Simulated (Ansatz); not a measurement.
# Rb on Ag(100): change of the work function, part 2 of 4

How does one ordered layer of Rb (hollow site) change the work function of Ag(100), and what dipole does each adsorbate carry?

Ansatz 0.2.0; plane-wave DFT, PBE, Ansatz PAW.

So far, work function, upper face (eV): step 2 (the clean slab) 4.20.

## (3) The covered slab

System of this step: Rb/Ag(100). The cell holds 17 atoms: 16 Ag and 1 Rb. Cell: a = 5.784 Å, b = 5.784 Å, c = 27.475 Å, α = 90.0°, β = 90.0°, γ = 90.0°. Vacuum lies along c.

The clean slab as it ended is repeated in the plane and the adsorbate is set on one face; the cell's size fixes the coverage, and the k-mesh shrinks with it to keep the sampling density about even. Adsorbate and upper layers relax, since the dipole depends on the height.

input.yaml reads:

```yaml
crystal:
  lattice:
    - [5.7841334702, 0.0, 0.0]
    - [0.0, 5.7841334702, 0.0]
    - [0.0, 0.0, 27.4748445606]
  atoms:
    - { symbol: Ag, position: [0.25, 0.25, 0.3275723719] }
    - { symbol: Ag, position: [0.0, 0.0, 0.4020040941] }
    - { symbol: Ag, position: [0.25, 0.25, 0.4789545093] }
    - { symbol: Ag, position: [0.0, 0.0, 0.554454227] }
    - { symbol: Ag, position: [0.25, 0.75, 0.3275723719] }
    - { symbol: Ag, position: [0.0, 0.5, 0.4020040941] }
    - { symbol: Ag, position: [0.25, 0.75, 0.4789545093] }
    - { symbol: Ag, position: [0.0, 0.5, 0.554454227] }
    - { symbol: Ag, position: [0.75, 0.25, 0.3275723719] }
    - { symbol: Ag, position: [0.5, 0.0, 0.4020040941] }
    - { symbol: Ag, position: [0.75, 0.25, 0.4789545093] }
    - { symbol: Ag, position: [0.5, 0.0, 0.554454227] }
    - { symbol: Ag, position: [0.75, 0.75, 0.3275723719] }
    - { symbol: Ag, position: [0.5, 0.5, 0.4020040941] }
    - { symbol: Ag, position: [0.75, 0.75, 0.4789545093] }
    - { symbol: Ag, position: [0.5, 0.5, 0.554454227] }
    - { symbol: Rb, position: [0.25, 0.25, 0.6724276281] }
kpoints:
  mp_grid: { grid: [5, 5, 1] }
hamiltonian:
  xc: pbe
scf:
  occupations: { method: fermi_dirac, width: 0.1 }
  convergence: { dr2_threshold: 1.0e-08 }
efield:
  axis: 3
  dipole_correction: true
  ramp_position: 0.97
  ramp_width: 0.06
relax:
  f_tol: 0.02
  max_steps: 60
  constraints: [{ sites: [0, 1, 4, 5, 8, 9, 12, 13] }]
output:
  bader: true
  dos: { projected: true, e_range: [-8, 4] }
  write_potential: true
  write_density: true
  volumetric_format: npy
  elf: true
```

The run is started by

```
ansatz run input.yaml --threads 4 --pin off --max-ram 6144MiB --backend cpu --events-out ev --progress --plain --runs-dir out
```

The program printed:

```text
[...]
Crystal: 17 atoms, lattice volume = 919.204 Å³
Basis set: ecut = 420 eV, 18023 PW (Γ), exchange–correlation on 80×80×384 points (8 copies of the dense FFT grid, shifted against one another)
Bands: 188, of which v1, the nominal top of the filled ones, is band 157 counted from 1 (156 counted from 0)
Symmetry: 8 space group operations
[...]
k-points: 6 of 25
[...]
SCF iter   1: F=—  HF=-124713.403897 eV  |F-HF|=—  |Δ(HF+E_count)|=         —  Δρ=1.04e-3  dr2=1.08e-1  ethr=1.77e-3  p=0.468 e·Å  D=9.20e-2 V/Å  ΔV_dip=-2.53 eV  dr2_dipole=1.32e-2  V_vac-E_F(+/−)=1.64/4.17 eV  ⟨swp⟩=6.8  Hψ=4606  notcnv=0  defer=49
[...]
SCF iter  11: F=-124713.409464 eV  HF=-124713.409464 eV  |F-HF|=1.08e-9  |Δ(HF+E_count)|=   1.05e-8  Δρ=5.06e-7  dr2=3.70e-9  ethr=3.19e-12  p=0.435 e·Å  D=8.56e-2 V/Å  ΔV_dip=-2.35 eV  dr2_dipole=5.42e-11  V_vac-E_F(+/−)=1.83/4.18 eV  ⟨swp⟩=17.5  Hψ=8580  notcnv=0
SCF 1 converged in 11 iterations: F = -124713.409464 eV  dr2 = 3.70e-9
[...]
relax step   1: F+E_penalty+E_count = -124713.40946377 eV  Δ(F+E_penalty+E_count) = +0.000e0 eV  max|allowed force component| = 3.492e-1 eV/Å  Δτ_max = 0.0000 Å  (11 SCF iters, accepted)
[...]
SCF iter   9: F=-124713.433975 eV  HF=-124713.433975 eV  |F-HF|=2.23e-9  |Δ(HF+E_count)|=   1.52e-8  Δρ=7.99e-7  dr2=7.07e-9  ethr=3.19e-12  p=0.443 e·Å  D=8.71e-2 V/Å  ΔV_dip=-2.39 eV  dr2_dipole=3.80e-12  V_vac-E_F(+/−)=1.79/4.19 eV  ⟨swp⟩=15.3  Hψ=8049  notcnv=0
SCF 2 converged in 9 iterations: F = -124713.433975 eV  dr2 = 7.07e-9
relax step   2: F+E_penalty+E_count = -124713.43397472 eV  Δ(F+E_penalty+E_count) = -2.451e-2 eV  max|allowed force component| = 3.145e-1 eV/Å  Δτ_max = 0.0355 Å  (9 SCF iters, accepted)
SCF iter   1: F=—  HF=-124713.481454 eV  |F-HF|=—  |Δ(HF+E_count)|=         —  Δρ=7.65e-4  dr2=1.12e-2  ethr=8.96e-5  p=0.443 e·Å  D=8.71e-2 V/Å  ΔV_dip=-2.39 eV  dr2_dipole=5.26e-4  V_vac-E_F(+/−)=1.80/4.19 eV  ⟨swp⟩=5.8  Hψ=2750  notcnv=0  defer=78
[...]
SCF iter   9: F=-124713.480245 eV  HF=-124713.480245 eV  |F-HF|=6.26e-10  |Δ(HF+E_count)|=   1.53e-8  Δρ=4.48e-7  dr2=3.33e-9  ethr=3.19e-12  p=0.463 e·Å  D=9.12e-2 V/Å  ΔV_dip=-2.51 eV  dr2_dipole=9.88e-10  V_vac-E_F(+/−)=1.68/4.19 eV  ⟨swp⟩=14.8  Hψ=7944  notcnv=0
SCF 3 converged in 9 iterations: F = -124713.480245 eV  dr2 = 3.33e-9
relax step   3: F+E_penalty+E_count = -124713.48024486 eV  Δ(F+E_penalty+E_count) = -4.627e-2 eV  max|allowed force component| = 1.124e-1 eV/Å  Δτ_max = 0.1961 Å  (9 SCF iters, accepted)
[...]
relax step   4: F+E_penalty+E_count = -124713.48549071 eV  Δ(F+E_penalty+E_count) = -5.246e-3 eV  max|allowed force component| = 5.807e-2 eV/Å  Δτ_max = 0.1509 Å  (9 SCF iters, accepted)
SCF iter   1: F=—  HF=-124713.486869 eV  |F-HF|=—  |Δ(HF+E_count)|=         —  Δρ=2.19e-4  dr2=6.39e-4  ethr=1.77e-6  p=0.473 e·Å  D=9.32e-2 V/Å  ΔV_dip=-2.56 eV  dr2_dipole=6.92e-7  V_vac-E_F(+/−)=1.63/4.19 eV  ⟨swp⟩=4.0  Hψ=2260  notcnv=0  defer=80
[...]
SCF iter   8: F=-124713.486973 eV  HF=-124713.486973 eV  |F-HF|=9.60e-10  |Δ(HF+E_count)|=   2.79e-9  Δρ=3.13e-7  dr2=1.79e-9  ethr=3.19e-12  p=0.471 e·Å  D=9.26e-2 V/Å  ΔV_dip=-2.55 eV  dr2_dipole=4.10e-10  V_vac-E_F(+/−)=1.65/4.19 eV  ⟨swp⟩=14.5  Hψ=7949  notcnv=0
SCF 5 converged in 8 iterations: F = -124713.486973 eV  dr2 = 1.79e-9
relax step   5: F+E_penalty+E_count = -124713.48697332 eV  Δ(F+E_penalty+E_count) = -1.483e-3 eV  max|allowed force component| = 4.745e-3 eV/Å  Δτ_max = 0.0367 Å  (8 SCF iters, accepted)
NSCF: frozen V_eff on 6 k-points
[...]
WARN: The output density's exchange-correlation potential varies sharply where the density is thin. Do not read a vacuum level from v_tot or v_xc, or from such a field of the output density. On a cell that repeats whose density bears no net charge and no dipole along the vacuum's axis use v_es (v_loc + v_h of the components); under efield.dipole_correction with no amplitude use v_es + v_field, which holds any externa [...]
SCF converged after 8 iterations
Free energy (F): -124713.486973 eV
[...]
Internal energy: -124713.308078 eV  (E = F + TS)
E sigma→0 (E₀):  -124713.397526 eV
Entropy (-TS):   -0.178895 eV (-10.523 meV/atom)
Fermi energy:    3.577468 eV
Dipole field:    D = 0.092645 V/Å  (p = 0.470622 e·Å, saw-weighted, corrected)
Work function:   Φ+ = 1.6473 eV   Φ− = 4.1928 eV
[...]
--- Forces (eV/Å), atoms counted from 1 ---
  atom   1  Ag     0.00000000     0.00000000    -0.09814561
  atom   2  Ag     0.00888227     0.00888227     0.09920127
  atom   3  Ag    -0.00000000     0.00000000     0.00011565
  atom   4  Ag     0.00097539     0.00097539     0.00015511
  atom   5  Ag     0.00000000     0.00000000    -0.09908383
  atom   6  Ag     0.00888227    -0.00888227     0.09920127
  atom   7  Ag     0.00000000     0.00000000    -0.00110030
  atom   8  Ag     0.00097539    -0.00097539     0.00015511
  atom   9  Ag     0.00000000     0.00000000    -0.09908383
  atom  10  Ag    -0.00888227     0.00888227     0.09920127
  atom  11  Ag     0.00000000     0.00000000    -0.00110030
  atom  12  Ag    -0.00097539     0.00097539     0.00015511
  atom  13  Ag     0.00000000     0.00000000    -0.10238763
  atom  14  Ag    -0.00888227    -0.00888227     0.09920127
  atom  15  Ag     0.00000000     0.00000000    -0.00139632
  atom  16  Ag    -0.00097539    -0.00097539     0.00015511
  atom  17  Rb     0.00000000     0.00000000     0.00474485
  max |Σ_I F_I| component: 1.18e-5 eV/Å
--- Band table (eV; the first three rows and the last of 6) ---
  k-point 0: bands = [... 153 lower, 3.1160, 3.1195, 3.1229, 3.5270, 3.5410, 3.6809, 3.6809, 3.7691, ... 27 higher]
  k-point 1: bands = [... 153 lower, 2.9588, 3.3597, 3.3602, 3.6355, 3.8957, 3.9811, 4.0405, 4.8759, ... 27 higher]
  k-point 2: bands = [... 153 lower, 2.5842, 3.6912, 3.9113, 3.9161, 4.4831, 4.6496, 4.6547, 4.7441, ... 27 higher]
  k-point 5: bands = [... 153 lower, 1.7660, 1.7773, 2.6526, 2.7092, 3.5645, 3.5767, 4.5107, 4.5941, ... 27 higher]
--- Relaxed structure (5 steps of the walk, 5 accepted, 0 SCFs on fresh bases) ---
  F+E_penalty+E_count = -124713.48697332 eV   max|allowed force component| = 4.745e-3 eV/Å
  atoms:
    - { symbol: Ag, position: [0.250000, 0.250000, 0.3275723719] }
    - { symbol: Ag, position: [0.0, 0.0, 0.4020040941] }
    - { symbol: Ag, position: [0.250000, 0.250000, 0.479283] }
    - { symbol: Ag, position: [-0.00165311, -0.00165311, 0.555493] }
    - { symbol: Ag, position: [0.250000, 0.750000, 0.3275723719] }
    - { symbol: Ag, position: [0.0, 0.500000, 0.4020040941] }
    - { symbol: Ag, position: [0.250000, 0.750000, 0.479062] }
    - { symbol: Ag, position: [-0.00165311, 0.501653, 0.555493] }
    - { symbol: Ag, position: [0.750000, 0.250000, 0.3275723719] }
    - { symbol: Ag, position: [0.500000, 0.0, 0.4020040941] }
    - { symbol: Ag, position: [0.750000, 0.250000, 0.479062] }
    - { symbol: Ag, position: [0.501653, -0.00165311, 0.555493] }
    - { symbol: Ag, position: [0.750000, 0.750000, 0.3275723719] }
    - { symbol: Ag, position: [0.500000, 0.500000, 0.4020040941] }
    - { symbol: Ag, position: [0.750000, 0.750000, 0.478623] }
    - { symbol: Ag, position: [0.501653, 0.501653, 0.555493] }
    - { symbol: Rb, position: [0.250000, 0.250000, 0.659869] }
--- Bader charges: 17 sites ---
  site symbol  charge [e]  shift [e]
     0     Ag     -0.0195     0.0000
     1     Ag      0.0208     0.0000
     2     Ag      0.0130     0.0000
     3     Ag     -0.1597     0.0000
     4     Ag     -0.0201     0.0000
     5     Ag      0.0208     0.0000
     6     Ag      0.0107     0.0000
     7     Ag     -0.1597     0.0000
     8     Ag     -0.0201     0.0000
     9     Ag      0.0208     0.0000
    10     Ag      0.0107     0.0000
    11     Ag     -0.1597     0.0000
    12     Ag     -0.0195     0.0000
    13     Ag      0.0208     0.0000
    14     Ag      0.0068     0.0000
    15     Ag     -0.1597     0.0000
    16     Rb      0.5934     0.0000
  estimated error of the sums over rays = 3.5e-4 e
```

The job ended after 3.2 min (4 threads of Arm Neoverse V1, shared host; peak memory 3.6 GiB).

Step by step:

```csv
step,energy less that of the first step (eV),largest force component (eV/Å)
1,0.0000,0.3492
2,-0.0245,0.3145
3,-0.0708,0.1124
4,-0.0760,0.0581
5,-0.0775,0.0047
```

Forces are held to the 8 operations that the program found; a distortion that breaks them can't arise in this run.

The atoms that moved most (Å):

```csv
atom,dx,dy,dz,length
Rb17,0.000,0.000,-0.345,0.345
Ag16,0.010,0.010,0.029,0.032
Ag12,0.010,-0.010,0.029,0.032
Ag8,-0.010,0.010,0.029,0.032
Ag4,-0.010,-0.010,0.029,0.032
Ag15,0.000,0.000,-0.009,0.009
Ag3,0.000,0.000,0.009,0.009
```

This step gave:

```yaml
energy_at_zero_smearing: -124713.3975 eV
work_function_upper_face: 1.647 eV
work_function_lower_face: 4.193 eV
dipole_along_the_normal: 0.4706 e·Å
step_between_the_vacuum_levels: -2.545 eV
```

Running mean over 2.045 Å of the planar mean; the ramp of the sawtooth is left out. Electron's electrostatic potential energy less the Fermi level against z:

```csv
z (Å),electron's electrostatic potential energy less the Fermi level (eV)
3.5,4.19
4.0,4.19
4.5,4.19
5.0,4.19
5.5,4.18
6.0,4.14
6.5,4.02
7.0,3.59
7.5,1.90
8.0,-1.30
8.5,-4.34
9.0,-5.72
9.5,-5.97
10.0,-6.03
10.5,-6.05
11.0,-6.02
11.5,-5.79
12.0,-5.58
12.5,-5.66
13.0,-5.90
13.5,-5.87
14.0,-5.68
14.5,-5.67
15.0,-5.77
15.5,-5.32
16.0,-3.34
16.5,-0.651
17.0,0.278
17.5,-0.849
18.0,-1.72
18.5,-1.90
19.0,-1.05
19.5,0.390
20.0,1.13
20.5,1.38
21.0,1.50
21.5,1.57
22.0,1.61
22.5,1.63
23.0,1.64
23.5,1.64
24.0,1.64
```

The density of states has structure finer than the step of the table below, so its rows give means over 0.25 eV. Peaks (eV: height): -5.200: 86.6, -4.420: 91.7, -4.240: 103, -4.090: 80.6, -3.640: 82.6, -3.370: 83.5, -3.010: 86.0.

Density of states against energy, zero at the Fermi level; means over each step:

```csv
energy (eV),density of states (states/eV a cell)
-7.50,0
-7.25,0.0831
-7.00,1.32
-6.75,1.42
-6.50,2.46
-6.25,2.01
-6.00,26.3
-5.75,45.5
-5.50,48.9
-5.25,50.0
-5.00,37.9
-4.75,43.7
-4.50,56.7
-4.25,57.2
-4.00,52.7
-3.75,57.5
-3.50,61.0
-3.25,65.0
-3.00,51.0
-2.75,6.78
-2.50,5.43
-2.25,3.54
-2.00,2.34
-1.75,7.46
-1.50,3.18
-1.25,2.87
-1.00,3.69
-0.75,5.75
-0.50,4.57
-0.25,4.88
0.00,5.95
0.25,8.50
0.50,6.67
0.75,4.08
1.00,8.32
1.25,7.82
1.50,6.32
1.75,5.19
```

Projected DOS per atom over height of the atomic layer and energy from the Fermi level. Layers: Ag4 Ag4 Ag4 Ag4 Rb from below.

Ten even steps from '_' (0.00 states/eV) to '@' (4.56 states/eV), each cell a mean:
```
__________
__________
________..
________..
__________
________..
__________
__________
__________
__________
::::::..__
@@@@%%##__
@@++**@@__
%%==++@@__
**######__
++++++**__
++####++__
..**++..__
__________
__________
__________
__________
```
Columns: height of the atomic layer (Å) from 9 to 18.1 (not evenly spaced); rows upwards: energy from the Fermi level (eV) from -7.96 to 1.95.

Valence density in the ca plane at fractional y = 0.250, with atoms of Ag and Rb within 0.2 Å of it. It is the smooth field of the valence electrons, not physical close to the nuclei.

Values in e/Å³, 8 rows by 16 columns, each cell a mean:
```
 1  0  0  0  1  0  0  0  0  0  0  0  0  0  0  0
11  1  0  1 11  3  0  0  0  0  0  0  0  0  0  0
 8  1  0  0  7  2  0  0  0  0  0  0  0  0  0  0
 0  0  0  0  0  0  0  0  0  0  0  0  0  0  0  0
 1  0  0  0  1  0  0  0  0  1  0  0  0  0  0  0
11  1  0  1 11  3  0  0  1  2  1  0  0  0  0  0
 8  1  0  0  7  2  0  0  0  2  1  0  0  0  0  0
 0  0  0  0  0  0  0  0  0  0  0  0  0  0  0  0
```
Columns run along c (16.0 Å, from fractional 0.32 to 0.90 of the cell), rows up along a (5.8 Å). Atoms in or near the plane, at fractional coordinates: Ag at (0.33, 0.25), Ag at (0.48, 0.25), Ag at (0.33, 0.75), Ag at (0.48, 0.75), Rb at (0.66, 0.25).

Electrostatic potential energy in the ca plane at fractional y = 0.250, with atoms of Ag and Rb within 0.2 Å of it. With pseudopotentials it is smooth inside the atoms' cores, unlike the true potential.

Ten even steps from '0' (-38 eV) to '9' (7 eV), each cell a mean:
```
88899999999888999999999999999999999999999999
54579999998644689999999999999999999999999999
10158999996201379999999999999999999999999999
00048999985100269999999999999999999999999999
10158999996201379999999999999999999999999999
54579999998644789999999999999999999999999999
88899999999888999999999999999999999999999999
98999999999999999999999998888999999999999999
76789999999766899999999876568899999999999999
32368999997422589999999841015899999999999999
00148999985100279999999710003789999999999999
00148999985100279999999710003789999999999999
32368999997422589999999850015899999999999999
76789999999767899999999886568899999999999999
99999999999999999999999998888999999999999999
```
Columns run along c (16.0 Å, from fractional 0.32 to 0.90 of the cell; values clipped at the 3rd and 97th percentile), rows up along a (5.8 Å). Atoms in or near the plane, at fractional coordinates: Ag at (0.33, 0.25), Ag at (0.48, 0.25), Ag at (0.33, 0.75), Ag at (0.48, 0.75), Rb at (0.66, 0.25).

ELF in the ca plane at fractional y = 0.250, with atoms of Ag and Rb within 0.2 Å of it. It is the smooth field of the valence electrons, not physical close to the nuclei.

Ten even steps from '0' (0.00) to '9' (0.86), each cell a mean:
```
22222111222222222212221000000000011110000000
44422111222344321211222100000000111100000000
67642111123677521111111110000011111000000000
89752111124798631111111111111111111000000000
67642111123677521111111110000011111000000000
44422111222344322211222100000000111100000000
22222111222222222212221000000000011110000000
22222111222211222212221014543100011110000000
33222111222233222222210169997410001111000000
56532111122466421222211599899720001221000000
79752111124688631122101796279840001221000000
79752111124688631122101796279840001221000000
56532111122466421222211599999720001221000000
33222111222233222222210169997410001111000000
11222111222111222212221013543100011110000000
```
Columns run along c (16.0 Å, from fractional 0.32 to 0.90 of the cell), rows up along a (5.8 Å). Atoms in or near the plane, at fractional coordinates: Ag at (0.33, 0.25), Ag at (0.48, 0.25), Ag at (0.33, 0.75), Ag at (0.48, 0.75), Rb at (0.66, 0.25).

The relaxation took 5 steps and lowered the energy by 0.078 eV; the largest force on the free atoms ends at 0.0047 eV/Å.

By hand: a sheet of dipoles makes a step −p/(ε₀A) in the electron's potential. With e/ε₀ = 180.95 V·Å, p = 0.4706 e·Å and A = 33.46 Å², that is −180.95 × (0.4706) / 33.46 = -2.545 eV, and the two vacuum levels of the run differ by -2.545 eV.

The covered face has 1.65 eV, -2.56 eV against the clean one; the bare back face has moved by -0.00 eV, a measure of how thin the slab is.

## (4) Work function against coverage

This step: plane-wave DFT, PBE, Ansatz PAW; work function against coverage (Ansatz 0.2.0).

The runs are now put side by side.

Numbers from this step:

```yaml
work_function_of_the_clean_face: 4.204 eV
largest_change_of_the_work_function: -2.557 eV
```

Table of work function of the covered face by coverage:

```csv
coverage (adsorbates/nm²),work function of the covered face (eV)
0.00,4.20
2.99,1.65
```

The dipole per adsorbate comes from the change of the cell's dipole. Coverage, by row:

```csv
coverage (1/nm²),coverage (ML),work function (eV),change (eV),"dipole per adsorbate, positive end outwards (debye)",mean height of the added atoms over the highest substrate atom (Å)
2.989,0.25,1.647,-2.557,2.269,2.868
```

## (5) The covered slab, atoms frozen

This step: plane-wave DFT, PBE, Ansatz PAW (Ansatz 0.2.0).

To see where the charge goes, the covered slab, the bare substrate and the adsorbate layer are each run at the same frozen positions and on the same grid.

input.yaml reads:

```yaml
crystal:
  lattice:
    - [5.7841334702, 0.0, 0.0]
    - [0.0, 5.7841334702, 0.0]
    - [0.0, 0.0, 27.4748445606]
  atoms:
    - { symbol: Ag, position: [0.25, 0.25, 0.3275723719] }
    - { symbol: Ag, position: [0.0, 0.0, 0.4020040941] }
    - { symbol: Ag, position: [0.25, 0.25, 0.4792827255] }
    - { symbol: Ag, position: [-0.0016531138, -0.0016531138, 0.5554926131] }
    - { symbol: Ag, position: [0.25, 0.75, 0.3275723719] }
    - { symbol: Ag, position: [0.0, 0.5, 0.4020040941] }
    - { symbol: Ag, position: [0.25, 0.75, 0.4790619732] }
    - { symbol: Ag, position: [-0.0016531138, 0.5016531138, 0.5554926131] }
    - { symbol: Ag, position: [0.75, 0.25, 0.3275723719] }
    - { symbol: Ag, position: [0.5, 0.0, 0.4020040941] }
    - { symbol: Ag, position: [0.75, 0.25, 0.4790619732] }
    - { symbol: Ag, position: [0.5016531138, -0.0016531138, 0.5554926131] }
    - { symbol: Ag, position: [0.75, 0.75, 0.3275723719] }
    - { symbol: Ag, position: [0.5, 0.5, 0.4020040941] }
    - { symbol: Ag, position: [0.75, 0.75, 0.4786226773] }
    - { symbol: Ag, position: [0.5016531138, 0.5016531138, 0.5554926131] }
    - { symbol: Rb, position: [0.25, 0.25, 0.6598692544] }
kpoints:
  mp_grid: { grid: [5, 5, 1] }
hamiltonian:
  xc: pbe
scf:
  occupations: { method: fermi_dirac, width: 0.1 }
  convergence: { dr2_threshold: 1.0e-08 }
efield:
  axis: 3
  dipole_correction: true
  ramp_position: 0.97
  ramp_width: 0.06
output:
  write_potential: true
  write_density: true
  volumetric_format: npy
```

The program printed:

```text
[...]
Crystal: 17 atoms, lattice volume = 919.204 Å³
Basis set: ecut = 420 eV, 18023 PW (Γ)
Bands: 188, of which v1, the nominal top of the filled ones, is band 157 counted from 1 (156 counted from 0)
Symmetry: 8 space group operations
[...]
k-points: 6 of 25
[...]
SCF iter   1: F=—  HF=-124713.485869 eV  |F-HF|=—  |Δ(HF+E_count)|=         —  Δρ=1.14e-3  dr2=3.33e-1  ethr=1.77e-3  p=0.436 e·Å  D=8.58e-2 V/Å  ΔV_dip=-2.36 eV  dr2_dipole=1.67e-1  V_vac-E_F(+/−)=1.74/4.10 eV  ⟨swp⟩=8.0  Hψ=4735  notcnv=0  defer=39
[...]
SCF iter  10: F=-124713.486999 eV  HF=-124713.486999 eV  |F-HF|=2.81e-9  |Δ(HF+E_count)|=   3.78e-9  Δρ=6.07e-7  dr2=5.26e-9  ethr=3.19e-12  p=0.470 e·Å  D=9.26e-2 V/Å  ΔV_dip=-2.54 eV  dr2_dipole=1.64e-10  V_vac-E_F(+/−)=1.65/4.19 eV  ⟨swp⟩=15.8  Hψ=4591  notcnv=0
SCF 1 converged in 10 iterations: F = -124713.486999 eV  dr2 = 5.26e-9
[...]
SCF converged after 10 iterations
Free energy (F): -124713.486999 eV
[...]
Internal energy: -124713.308091 eV  (E = F + TS)
E sigma→0 (E₀):  -124713.397545 eV
Entropy (-TS):   -0.178908 eV (-10.524 meV/atom)
Fermi energy:    3.577243 eV
Dipole field:    D = 0.092584 V/Å  (p = 0.470311 e·Å, saw-weighted, corrected)
Work function:   Φ+ = 1.6487 eV   Φ− = 4.1925 eV
[...]
--- Band table (eV; the first three rows and the last of 6) ---
  k-point 0: bands = [... 153 lower, 3.1158, 3.1192, 3.1227, 3.5267, 3.5408, 3.6807, 3.6807, 3.7685, ... 27 higher]
  k-point 1: bands = [... 153 lower, 2.9586, 3.3595, 3.3600, 3.6353, 3.8954, 3.9804, 4.0402, 4.8743, ... 27 higher]
  k-point 2: bands = [... 153 lower, 2.5839, 3.6910, 3.9111, 3.9159, 4.4826, 4.6494, 4.6545, 4.7437, ... 27 higher]
  k-point 5: bands = [... 153 lower, 1.7658, 1.7771, 2.6524, 2.7090, 3.5643, 3.5765, 4.5105, 4.5939, ... 27 higher]
```

The job ended after 49 s (4 threads; peak memory 3.4 GiB).

Numbers from this step:

```
work function, upper face      : 1.649 eV
work function, lower face      : 4.192 eV
dipole along the normal        : 0.4703 e·Å
step between the vacuum levels : -2.544 eV
```

The work function of the upper face is 1.65 eV.

(Part 2 of 4 ends here.)

[Long decimals in the printed logs are rounded to 6 places.]

[Logs are printed without paths, hosts, clocks, repeated set-up lines and the standing remarks that a program may print on its own settings, such as how far it seeks lower states.]

[Hosts, paths, dates, database ids (printed as entryN), source tags and the programs' standing remarks are cut or masked in the printed files.]

[Maps of the electrostatic potential energy from Ansatz leave out the sawtooth potential of an applied field or a dipole correction, so their vacuum need not be flat; planar profiles and work functions include it.]
